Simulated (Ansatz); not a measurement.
# BeH2 (model cell, started as CdI2 type): converging a phonon calculation

Wanted: convergence of the phonons of BeH2 (model cell, started as CdI2 type) against cost.

Program: Ansatz 0.2.0. Level of theory: DFT LDA, scalar-relativistic, plane waves, PAW. Results are calculated unless marked as measured.

The structure was built from a prototype and need not be the compound's stable phase.

## Step 1: Starting point

It takes space group P-3m1 (No. 164, trigonal). Conventional cell: a = 2.289 Å, b = 2.289 Å, c = 3.917 Å, α = 90.00°, β = 90.00°, γ = 120.00°. Nearest to Be lie 6 H at 1.59 Å. Nearest to H lie 3 Be at 1.59 Å. Farther neighbours are not listed.

## Step 2: Relaxing to small forces for the phonons

Phonons need a cell at rest on their own settings, so the relaxation is repeated with tight tolerances on forces and stress on the k mesh and occupations of the first response run.

Input file input.yaml:

```yaml
crystal:
  lattice:
    - [2.2886762277, 0.0, 0.0]
    - [-1.1443381138, 1.9820517542, 0.0]
    - [0.0, 0.0, 3.9169799331]
  atoms:
    - { symbol: Be, position: [0.0, 0.0, 0.0] }
    - { symbol: H, position: [0.3333333333, 0.6666666667, 0.224529252] }
    - { symbol: H, position: [0.6666666667, 0.3333333333, 0.775470748] }
kpoints:
  mp_grid: { grid: [12, 12, 8] }
hamiltonian:
  xc: lda
scf:
  occupations: { method: fixed }
output:
  forces: true
  stress: true
  eigenvalues: true
relax:
  adjacent_minimum: "off"
  f_tol: 0.001
  max_steps: 60
  cell: { stress_tol: 0.01 }
```

The run is started by

```sh
ansatz run input.yaml --threads 8 --pin off --max-ram 14336MiB --backend cpu --events-out ev --progress --plain --runs-dir out
```

Numbers of over 12 decimals in the logs are rounded to 6 here.

What it wrote:

```text
Engine: ansatz 0.2.0, aarch64-unknown-linux-gnu
Pseudopotentials: kind: paw
Pseudopotential: Be, paw, valence charge 2, recommended cutoff 420 eV (normal), Be.paw.azcp
Pseudopotential: H, paw, valence charge 1, recommended cutoff 420 eV (normal), H.paw.azcp
Functional definition: SPW92
  exchange = slater_x
  correlation = pw_c
Crystal: 3 atoms, lattice volume = 17.768 Å³
Basis set: ecut = 420 eV, 337 PW (Γ)
[...]
F+E_penalty+E_count = -119.42715780 eV   max|allowed force component| = 5.128e-4 eV/Å   (the final SCF, on the basis selected at the relaxed cell)
  cell:  # Å, volume = 17.7685 Å³
    - [2.288676, -2.8867509521033138e-11, 0.0]
    - [-1.144338, 1.982052, 0.0]
    - [0.0, 0.0, 3.9169799331]
  atoms:
    - { symbol: Be, position: [0.0, 0.0, 0.0] }
    - { symbol: H, position: [0.333333, 0.666667, 0.224529252] }
    - { symbol: H, position: [0.666667, 0.333333, 0.775471] }
[key lines of the parts left out:]
SCF converged after 3 iterations
Free energy (F): -119.427158 eV
Fermi energy:    1.587910 eV
P = ⅓ Tr σ = -0.0008 GPa (-0.008 kbar)
```

Run time: 0.62 s. Hardware: 8 threads of Arm Neoverse V1, shared host; peak memory 0.28 GiB.

Little changed from the start: no atom moved by 0.005 Å and no cell edge by 0.1 %.

Numbers from this step:

```yaml
pressure: -8.08e-4 GPa
gap_on_the_k_mesh: 3.592 eV
volume_per_atom: 5.923 Å³
direct_gap_on_mesh: 3.895 eV
```

The largest force component left is 0.51 meV/Å and the pressure is -0.001 GPa, within the tolerances set. The cell now holds 5.92 Å³/atom.

## Step 3: Phonons on a q mesh

Stability and thermal properties need the whole zone. Linear response on a 6×6×4 q mesh gives force constants as far as a supercell of that size would, and the tensors from the zone-centre run are typed in so that the long-range dipole term is interpolated apart.

input.yaml, the sections that differ from step 2:

```yaml
output:
  eigenvalues: true
phonons:
  method: dfpt
  qmesh: [6, 6, 4]
  temperatures: { t_max: 1000, t_step: 50 }
  qpath:
    path:
      - [[0.0, 0.0, 0.0], [0.5, 0.0, 0.0], [0.33333333, 0.33333333, 0.0], [0.0, 0.0, 0.0], [0.0, 0.0, 0.5], [0.5, 0.0, 0.5], [0.33333333, 0.33333333, 0.5], [0.0, 0.0, 0.5]]
      - [[0.5, 0.0, 0.5], [0.5, 0.0, 0.0]]
      - [[0.33333333, 0.33333333, 0.5], [0.33333333, 0.33333333, 0.0]]
    npoints: 10
  non_analytic_term:
    high_frequency_dielectric_tensor: [[6.9177, 0.0, 0.0], [0.0, 6.9177, 0.0], [0.0, 0.0, 3.8136]]
    born_effective_charges:
      - { species: Be, tensor: [[2.2202, 0.0, 0.0], [0.0, 2.2202, 0.0], [0.0, 0.0, 0.5981]] }
      - { species: H, tensor: [[-1.1101, 0.0, 0.0], [0.0, -1.1101, 0.0], [0.0, 0.0, -0.299]] }
      - { species: H, tensor: [[-1.1101, 0.0, 0.0], [0.0, -1.1101, 0.0], [0.0, 0.0, -0.299]] }
    source: "zone-centre run at this cell"
# crystal, kpoints, hamiltonian, scf: as in step 2
# relax: removed
```

What it wrote:

```text
Warning: phonons: the dynamical matrix that this run interpolates holds no multipole term above the dipole-dipole one, and a site of this crystal is no centre of inversion, so its interpolated transverse optical and acoustic branches and sound speeds can stay off near Gamma, and the density of states and the thermodynamics with them. What a run solves at a wave vector of phonons.qpoints, Gamma apart, where the deck admits one, is free of this, and under fd what a larger phonons.supercell samples
[...]
Crystal: 3 atoms, lattice volume = 17.768 Å³
Basis set: ecut = 420 eV, 337 PW (Γ), exchange–correlation on 32×32×54 points (8 copies of the dense FFT grid, shifted against one another)
Bands: 6, of which v1, the nominal top of the filled ones, is band 2 counted from 1 (1 counted from 0)
Symmetry: 12 space group operations
k-points: 131 of 1152
[...]
SCF iter   1: F=—  HF=-119.431724 eV  |F-HF|=—  |Δ(HF+E_count)|=         —  Δρ=1.14e-2  dr2=1.38e-2  ethr=1.77e-3  ⟨swp⟩=4.9  Hψ=6542  notcnv=0  defer=214
[...]
SCF iter   7: F=-119.427159 eV  HF=-119.427159 eV  |F-HF|=7.11e-14  |Δ(HF+E_count)|=  1.01e-12  Δρ=3.21e-8  dr2=1.17e-13  ethr=1.00e-12  ⟨swp⟩=5.9  Hψ=3812  notcnv=0
SCF 1 converged in 7 iterations: F = -119.427159 eV  dr2 = 1.17e-13
[...]
NSCF: frozen V_eff on 131 k-points
[...]
DFPT response loops at q = (0, 0, 0) (fractional): preconditioner auto → none (the input reference at scf.mixing.eps_inf says where Resta's filter doesn't serve); β = 0.50; Broyden in place of MSR1
[...]
WARN: phonons: 24 modes above zero would be rigid motions if what is in doubt were free, and are counted in the zero-point energy, free energy, entropy and heat capacity. With what each adds to F at 1000 K, by the weight of its row in the mesh: 13.38 cm⁻¹ (-0.000 eV; rigid weight 1.000, of which rotation 0.000), 13.38 cm⁻¹ (-0.000 eV; rigid weight 1.000, of which rotation 0.000), 26.21 cm⁻¹ (-0.000 eV; rigid weight 1.000, of which rotation 0.000), 26.21 cm⁻¹ (-0.000 eV; rigid weight 1.000, of which rotation 0.000), 31.68 cm⁻¹ (-0.000 eV; rigid weight 1.000, of which rotation 0.000), 37.96 cm⁻¹ (-0.000 eV; [rest of the remark cut]
SCF converged after 7 iterations
Free energy (F): -119.427159 eV
[...]
Internal energy: -119.427159 eV  (E = F + TS)
E sigma→0 (E₀):  -119.427159 eV
Fermi energy:    1.587910 eV
[...]
--- Band table (eV; the first three rows and the last of 131) ---
[...]
--- Phonons (Γ-DFPT): 4 representative perturbations + reference (Σ response iterations 14) ---
  ASR residual: 1.515e-5 → 0.000e0 eV/Å²; symmetrization residual: 7.557e-8 eV/Å²
  ASR residual per site (eV/Å²): 2.74e-6 1.52e-5 1.52e-5
  Γ frequencies (cm⁻¹): 0.00 0.00 0.00 765.15 765.15 1306.66 1306.66 1311.06 1382.70
--- Phonons (arbitrary-q DFPT): 24 irreducible q on the 6×6×4 mesh ---
  q = [0.0000, 0.0000, 0.0000] (star 1, of the zone-centre solve; hermiticity 1.45e-8, symmetrization 7.81e-12): 0.00 0.00 0.00 765.15 765.15 1306.66 1306.66 1311.06 1382.70
  q = [0.0000, 0.0000, 0.2500] (star 2, 4 solved perturbations in 1744 linear systems a pass and spin channel, the states on 624 of 1152 k-point pairs; hermiticity 6.67e-9, symmetrization 4.52e-11): 48.19 48.19 112.50 777.05 777.05 1303.33 1303.33 1372.71 1380.31
[...]
q = [0.0000, 0.1667, 0.0000] (star 6, 6 solved perturbations on 624 of 1152 k-point pairs; hermiticity 7.55e-9, symmetrization 1.74e-11): 123.27 203.94 363.76 884.02 1166.82 1262.03 1318.05 1354.69 1371.53
[...]
sum rule: each row above includes the acoustic sum rule's correction from the zone centre's row sums; it moved no ω² by more than (2.02 cm⁻¹)²
  mesh force constants: q→R imaginary residual 5.58e-19; ASR residual 1.515e-5 → 0.000e0 eV/Å²; symmetrization residual 7.105e-15 eV/Å²
  interpolated dispersion: 94 rows × 9 modes
  density of states and harmonic sums: on the 36×36×16 q-mesh, interpolated from the force constants of a 6×6×4 supercell (with the dipole–dipole term of supplied tensors)
  largest difference from the sums on the solved wave vectors: F 1.66e-3 eV, S 3.57e-6 and C_V 1.67e-6 eV/K
  zero-point energy: 0.530944 eV/cell   skipped modes (ω ≤ 0): 3   rigid motions above zero, counted: 24   left out of the sums: 1.61e-5 of the cell's modes: C_V's classical limit lies that fraction below 3 k_B per atom; for a crystal, a wire or a layer, F and S can be off by more, and a phonons.interpolated_qmesh denser along its periods is the remedy for the sampling
```

Wall time 77 s (8 threads); peak memory 0.56 GiB; 8.5 min of CPU time.

This step gave:

- sum-rule residual before enforcement: 1.52e-5 eV/Å²
- lowest frequency on the path: 0 cm⁻¹
- point group: -3m
- highest frequency on the path or at a solved wavevector: 1453 cm⁻¹
- mean frequency: 951.6 cm⁻¹
- Debye temperature (second moment): 1932 K
- logarithmic mean frequency: 812.5 cm⁻¹
- highest optical mode at the zone centre (no LO-TO term): 1383 cm⁻¹
- lowest optical zone-centre mode: 765.1 cm⁻¹
- lowest mode on the q mesh (acoustic modes at Γ apart): 48.19 cm⁻¹
- zero-point energy per atom: 177.0 meV
- heat capacity at 300 K: 7.863 J/(mol atoms K)
- vibrational entropy at 300 K: 5.419 J/(mol atoms K)
- edges of the widest gap between branches, on path and mesh: 706.4, 765.1 cm⁻¹

Frequencies (cm⁻¹) solved at each irreducible wavevector; negative means imaginary. Frequencies by wavevector, by row:

```csv
q in reciprocal lattice units,star,mode 1,mode 2,mode 3,mode 4,mode 5,mode 6,mode 7,mode 8,mode 9
0 0 0,1,0,0,0,765.1,765.1,1307,1307,1311,1383
0 0 0.25,2,48.2,48.2,112.5,777,777,1303,1303,1373,1380
0 0 -0.5,1,67.7,67.7,155.5,788.3,788.3,1300,1300,1375,1378
0 0.1667 0,6,123.3,203.9,363.8,884,1167,1262,1318,1355,1372
0 0.1667 0.25,6,158.7,208.9,351.6,873.8,1169,1259,1273,1342,1368
0 0.1667 -0.5,6,188.2,206.9,345.2,885.2,1169,1231,1255,1350,1368
0 0.1667 -0.25,6,162.1,201.8,355.4,894.9,1164,1258,1279,1352,1371
0 0.3333 0,6,272.7,301.8,617.3,1031,1101,1198,1274,1349,1403
0 0.3333 0.25,6,287.6,302.9,607.2,1026,1093,1195,1282,1350,1399
0 0.3333 -0.5,6,298,299,605.9,1030,1105,1188,1274,1360,1394
0 0.3333 -0.25,6,284.6,297.9,615,1036,1114,1191,1266,1358,1398
0 -0.5 0,3,318.3,352,706.4,1063,1139,1190,1214,1356,1422
0 -0.5 0.25,6,323.9,349.9,702.3,1066,1150,1184,1210,1361,1422
0 -0.5 -0.5,3,328.9,347.8,698.3,1069,1162,1177,1204,1366,1422
0.1667 0.1667 0,6,228.8,346.2,551.4,992.2,1075,1242,1308,1333,1392
0.1667 0.1667 0.25,12,243.8,352.4,540,992.1,1073,1236,1316,1336,1384
0.1667 0.1667 -0.5,6,256.1,360.1,530.1,990.9,1072,1230,1329,1330,1377
0.1667 0.3333 0,12,308.8,454.2,663.2,1081,1106,1200,1272,1334,1431
0.1667 0.3333 0.25,12,314.7,456.8,657.6,1079,1110,1194,1282,1338,1430
0.1667 0.3333 -0.5,12,319.4,457.8,655.2,1081,1112,1191,1285,1346,1429
0.1667 0.3333 -0.25,12,314.1,455.1,660.5,1083,1109,1196,1275,1342,1429
0.3333 0.3333 0,2,329.6,596.6,596.6,1140,1140,1144,1301,1301,1453
0.3333 0.3333 0.25,4,332.2,596.3,596.3,1139,1139,1144,1310,1310,1452
0.3333 0.3333 -0.5,2,334.6,595.9,595.9,1138,1138,1144,1318,1318,1451
```

Interpolated from a 6×6×4 q mesh, with the LO-TO term (at Γ the limit along the path; where Γ stands inside the path, tables give the limit on arrival). The phonon branches at the labelled points (cm⁻¹):

```csv
point,branch 1,branch 2,branch 3,branch 4,branch 5,branch 6,branch 7,branch 8,branch 9
Γ,0,0,0,765,1307,1307,1311,1335,1383
halfway,210,257,506,968,1110,1227,1300,1353,1383
M,318,352,706,1063,1139,1190,1214,1356,1422
halfway,321,464,676,1096,1120,1191,1261,1335,1435
K,330,597,597,1140,1140,1144,1301,1301,1453
halfway,229,346,551,992,1075,1242,1308,1333,1392
Γ,0,0,0,765,1307,1307,1311,1335,1383
halfway,48,48,112,777,777,1303,1303,1373,1380
A,68,68,156,788,788,1300,1300,1375,1378
halfway,251,258,486,961,1110,1220,1304,1353,1366
L,329,348,698,1069,1162,1177,1204,1366,1422
halfway,331,466,669,1097,1125,1188,1273,1347,1436
H,335,596,596,1138,1138,1144,1318,1318,1451
halfway,256,360,530,991,1072,1230,1329,1330,1377
A,68,68,156,788,788,1300,1300,1375,1378
jump to L,329,348,698,1069,1162,1177,1204,1366,1422
halfway,324,350,702,1066,1150,1184,1210,1361,1422
M,318,352,706,1063,1139,1190,1214,1356,1422
jump to H,335,596,596,1138,1138,1144,1318,1318,1451
halfway,332,596,596,1139,1139,1144,1310,1310,1452
K,330,597,597,1140,1140,1144,1301,1301,1453
```

The phonon branches as a text plot (rows in cm⁻¹):

```
   1423 |    *************              ************     ********
   1362 |***********      ********************      *********
   1302 |*****      ***************** **     ********* **    ****
   1241 | *** ******     *****      *** *** *      ****     *
   1181 |  * ******** ***   *        * ******** ***   *  ****
   1120 |   *************  *          ***** *******  *     ******
   1060 |     *****     ***         *   *****     ***    ****
    999 |    *            *            *           **
    939 |   *              *          *              *
    878 |  *                *      * *                **
    817 | *                  *    ***                  **
    757 |*                    ****
    696 |      *****                     *****           ****
    636 |     *     * ****              *     * ***
    575 |    *      ***   *            *      ***  *         ****
    515 |              *                         *  *
    454 |          *    *  *                 *    ** *
    394 |   *     *      *  *         *     *
    333 |  *  **********  *          *  *********** * *  ********
    272 |    ***        ** * *         *           ***
    212 | ***             ***       ***              **
    151 | * *               **   *****                 **
     91 |***                 *  * **                   **
     30 |*                    ****
         Γ       M   K        Γ   A       L    H       A|L M|H  K
```

Symmetry leaves 24 wavevectors to solve. The lowest mode among them, the acoustic zeros apart, lies at q = (0, 0, 0.25) and is real, 48.2 cm⁻¹.

## Step 4: Another q mesh, q mesh 2×2×1

The q mesh is changed to 2×2×1, to see how far the force constants must reach.

Changes to input.yaml since step 3:

```diff
@@ -19,3 +19,3 @@
   method: dfpt
-  qmesh: [6, 6, 4]
+  qmesh: [2, 2, 1]
   temperatures: { t_max: 1000, t_step: 50 }
```

What it wrote:

```text
[...]
Crystal: 3 atoms, lattice volume = 17.768 Å³
Basis set: ecut = 420 eV, 337 PW (Γ), exchange–correlation on 32×32×54 points (8 copies of the dense FFT grid, shifted against one another)
Bands: 6, of which v1, the nominal top of the filled ones, is band 2 counted from 1 (1 counted from 0)
Symmetry: 12 space group operations
k-points: 131 of 1152
[...]
SCF iter   1: F=—  HF=-119.431724 eV  |F-HF|=—  |Δ(HF+E_count)|=         —  Δρ=1.14e-2  dr2=1.38e-2  ethr=1.77e-3  ⟨swp⟩=4.9  Hψ=6542  notcnv=0  defer=214
[...]
SCF iter   7: F=-119.427159 eV  HF=-119.427159 eV  |F-HF|=7.11e-14  |Δ(HF+E_count)|=  1.01e-12  Δρ=3.21e-8  dr2=1.17e-13  ethr=1.00e-12  ⟨swp⟩=5.9  Hψ=3812  notcnv=0
SCF 1 converged in 7 iterations: F = -119.427159 eV  dr2 = 1.17e-13
[...]
SCF converged after 7 iterations
Free energy (F): -119.427159 eV
[...]
Internal energy: -119.427159 eV  (E = F + TS)
E sigma→0 (E₀):  -119.427159 eV
Fermi energy:    1.587910 eV
[...]
--- Band table (eV; the first three rows and the last of 131) ---
[...]
ASR residual: 1.515e-5 → 0.000e0 eV/Å²; symmetrization residual: 7.557e-8 eV/Å²
  ASR residual per site (eV/Å²): 2.74e-6 1.52e-5 1.52e-5
  Γ frequencies (cm⁻¹): 0.00 0.00 0.00 765.15 765.15 1306.66 1306.66 1311.06 1382.70
--- Phonons (arbitrary-q DFPT): 2 irreducible q on the 2×2×1 mesh ---
[...]
interpolated dispersion: 94 rows × 9 modes
[...]
zero-point energy: 0.531174 eV/cell   skipped modes (ω ≤ 0): 11, of them read as no rigid motion or as one in doubt: 8 (9.155e-4 modes/cell left out, lowest -7.26 cm⁻¹)   rigid motions above zero, counted: 16   left out of the sums: 1.22e-4 of the cell's modes: C_V's classical limit lies that fraction below 3 k_B per atom; for a crystal, a wire or a layer, F and S can be off by more, and a phonons.interpolated_qmesh denser along its periods is the remedy for the sampling
```

The job ended after 3.5 s (8 threads; peak memory 0.38 GiB; 20 s of CPU time).

This step gave:

| Item | Value |
| --- | --- |
| lowest mode on the q mesh (acoustic modes at Γ apart) | 318.3 cm⁻¹ |
| highest frequency at a solved wavevector (no LO-TO term at Γ) | 1422 cm⁻¹ |

Frequencies (cm⁻¹) solved at each irreducible wavevector; negative means imaginary. Frequencies by wavevector, by row:

```csv
q in reciprocal lattice units,star,mode 1,mode 2,mode 3,mode 4,mode 5,mode 6,mode 7,mode 8,mode 9
0 0 0,1,0,0,0,765.1,765.1,1307,1307,1311,1383
0 -0.5 0,3,318.3,352,706.4,1063,1139,1190,1214,1356,1422
```

## Step 5: Another q mesh, q mesh 3×3×2

The q mesh is changed to 3×3×2, to see how far the force constants must reach.

Changes to input.yaml since step 4:

```diff
@@ -19,3 +19,3 @@
   method: dfpt
-  qmesh: [2, 2, 1]
+  qmesh: [3, 3, 2]
   temperatures: { t_max: 1000, t_step: 50 }
```

What it wrote:

```text
[...]
Crystal: 3 atoms, lattice volume = 17.768 Å³
Basis set: ecut = 420 eV, 337 PW (Γ), exchange–correlation on 32×32×54 points (8 copies of the dense FFT grid, shifted against one another)
Bands: 6, of which v1, the nominal top of the filled ones, is band 2 counted from 1 (1 counted from 0)
Symmetry: 12 space group operations
k-points: 131 of 1152
[...]
Fermi energy:    1.587910 eV
[...]
--- Band table (eV; the first three rows and the last of 131) ---
[...]
ASR residual: 1.515e-5 → 0.000e0 eV/Å²; symmetrization residual: 7.557e-8 eV/Å²
  ASR residual per site (eV/Å²): 2.74e-6 1.52e-5 1.52e-5
  Γ frequencies (cm⁻¹): 0.00 0.00 0.00 765.15 765.15 1306.66 1306.66 1311.06 1382.70
--- Phonons (arbitrary-q DFPT): 6 irreducible q on the 3×3×2 mesh ---
[...]
interpolated dispersion: 94 rows × 9 modes
[...]
[key lines of the parts left out:]
SCF converged after 7 iterations
Free energy (F): -119.427159 eV
```

The job ended after 12 s (8 threads; peak memory 0.42 GiB; 76 s of CPU time).

This step gave:

```yaml
mean_frequency: 950.4 cm⁻¹
debye_temperature_second_moment: 1931 K
logarithmic_mean_frequency: 809.2 cm⁻¹
lowest_mode_on_the_q_mesh_acoustic_modes_at_gamma_apart: 67.74 cm⁻¹
zero_point_energy_per_atom: 176.8 meV
heat_capacity_at_300_k: 7.885 J/(mol atoms K)
vibrational_entropy_at_300_k: 5.504 J/(mol atoms K)
edges_of_the_widest_gap_between_branches_on_path_and_mesh: 704, 765.1 cm⁻¹
```

Frequencies (cm⁻¹) solved at each irreducible wavevector; negative means imaginary. Frequencies by wavevector, by row:

```csv
q in reciprocal lattice units,star,mode 1,mode 2,mode 3,mode 4,mode 5,mode 6,mode 7,mode 8,mode 9
0 0 0,1,0,0,0,765.1,765.1,1307,1307,1311,1383
0 0 -0.5,1,67.7,67.7,155.5,788.3,788.3,1300,1300,1375,1378
0 0.3333 0,6,272.7,301.8,617.3,1031,1101,1198,1274,1349,1403
0 0.3333 -0.5,6,298,299,605.9,1030,1105,1188,1274,1360,1394
0.3333 0.3333 0,2,329.6,596.6,596.6,1140,1140,1144,1301,1301,1453
0.3333 0.3333 -0.5,2,334.6,595.9,595.9,1138,1138,1144,1318,1318,1451
```

The mean frequency is 950.4 cm⁻¹, -1.2 cm⁻¹ against the base run.

(Continued in part 2 of 3.)

[Logs are printed without paths, hosts, clocks, repeated set-up lines and the standing remarks that a program may print on its own settings, such as how far it seeks lower states.]

[Hosts, paths, dates, database ids (printed as entryN), source tags and the programs' standing remarks are cut or masked in the printed files.]
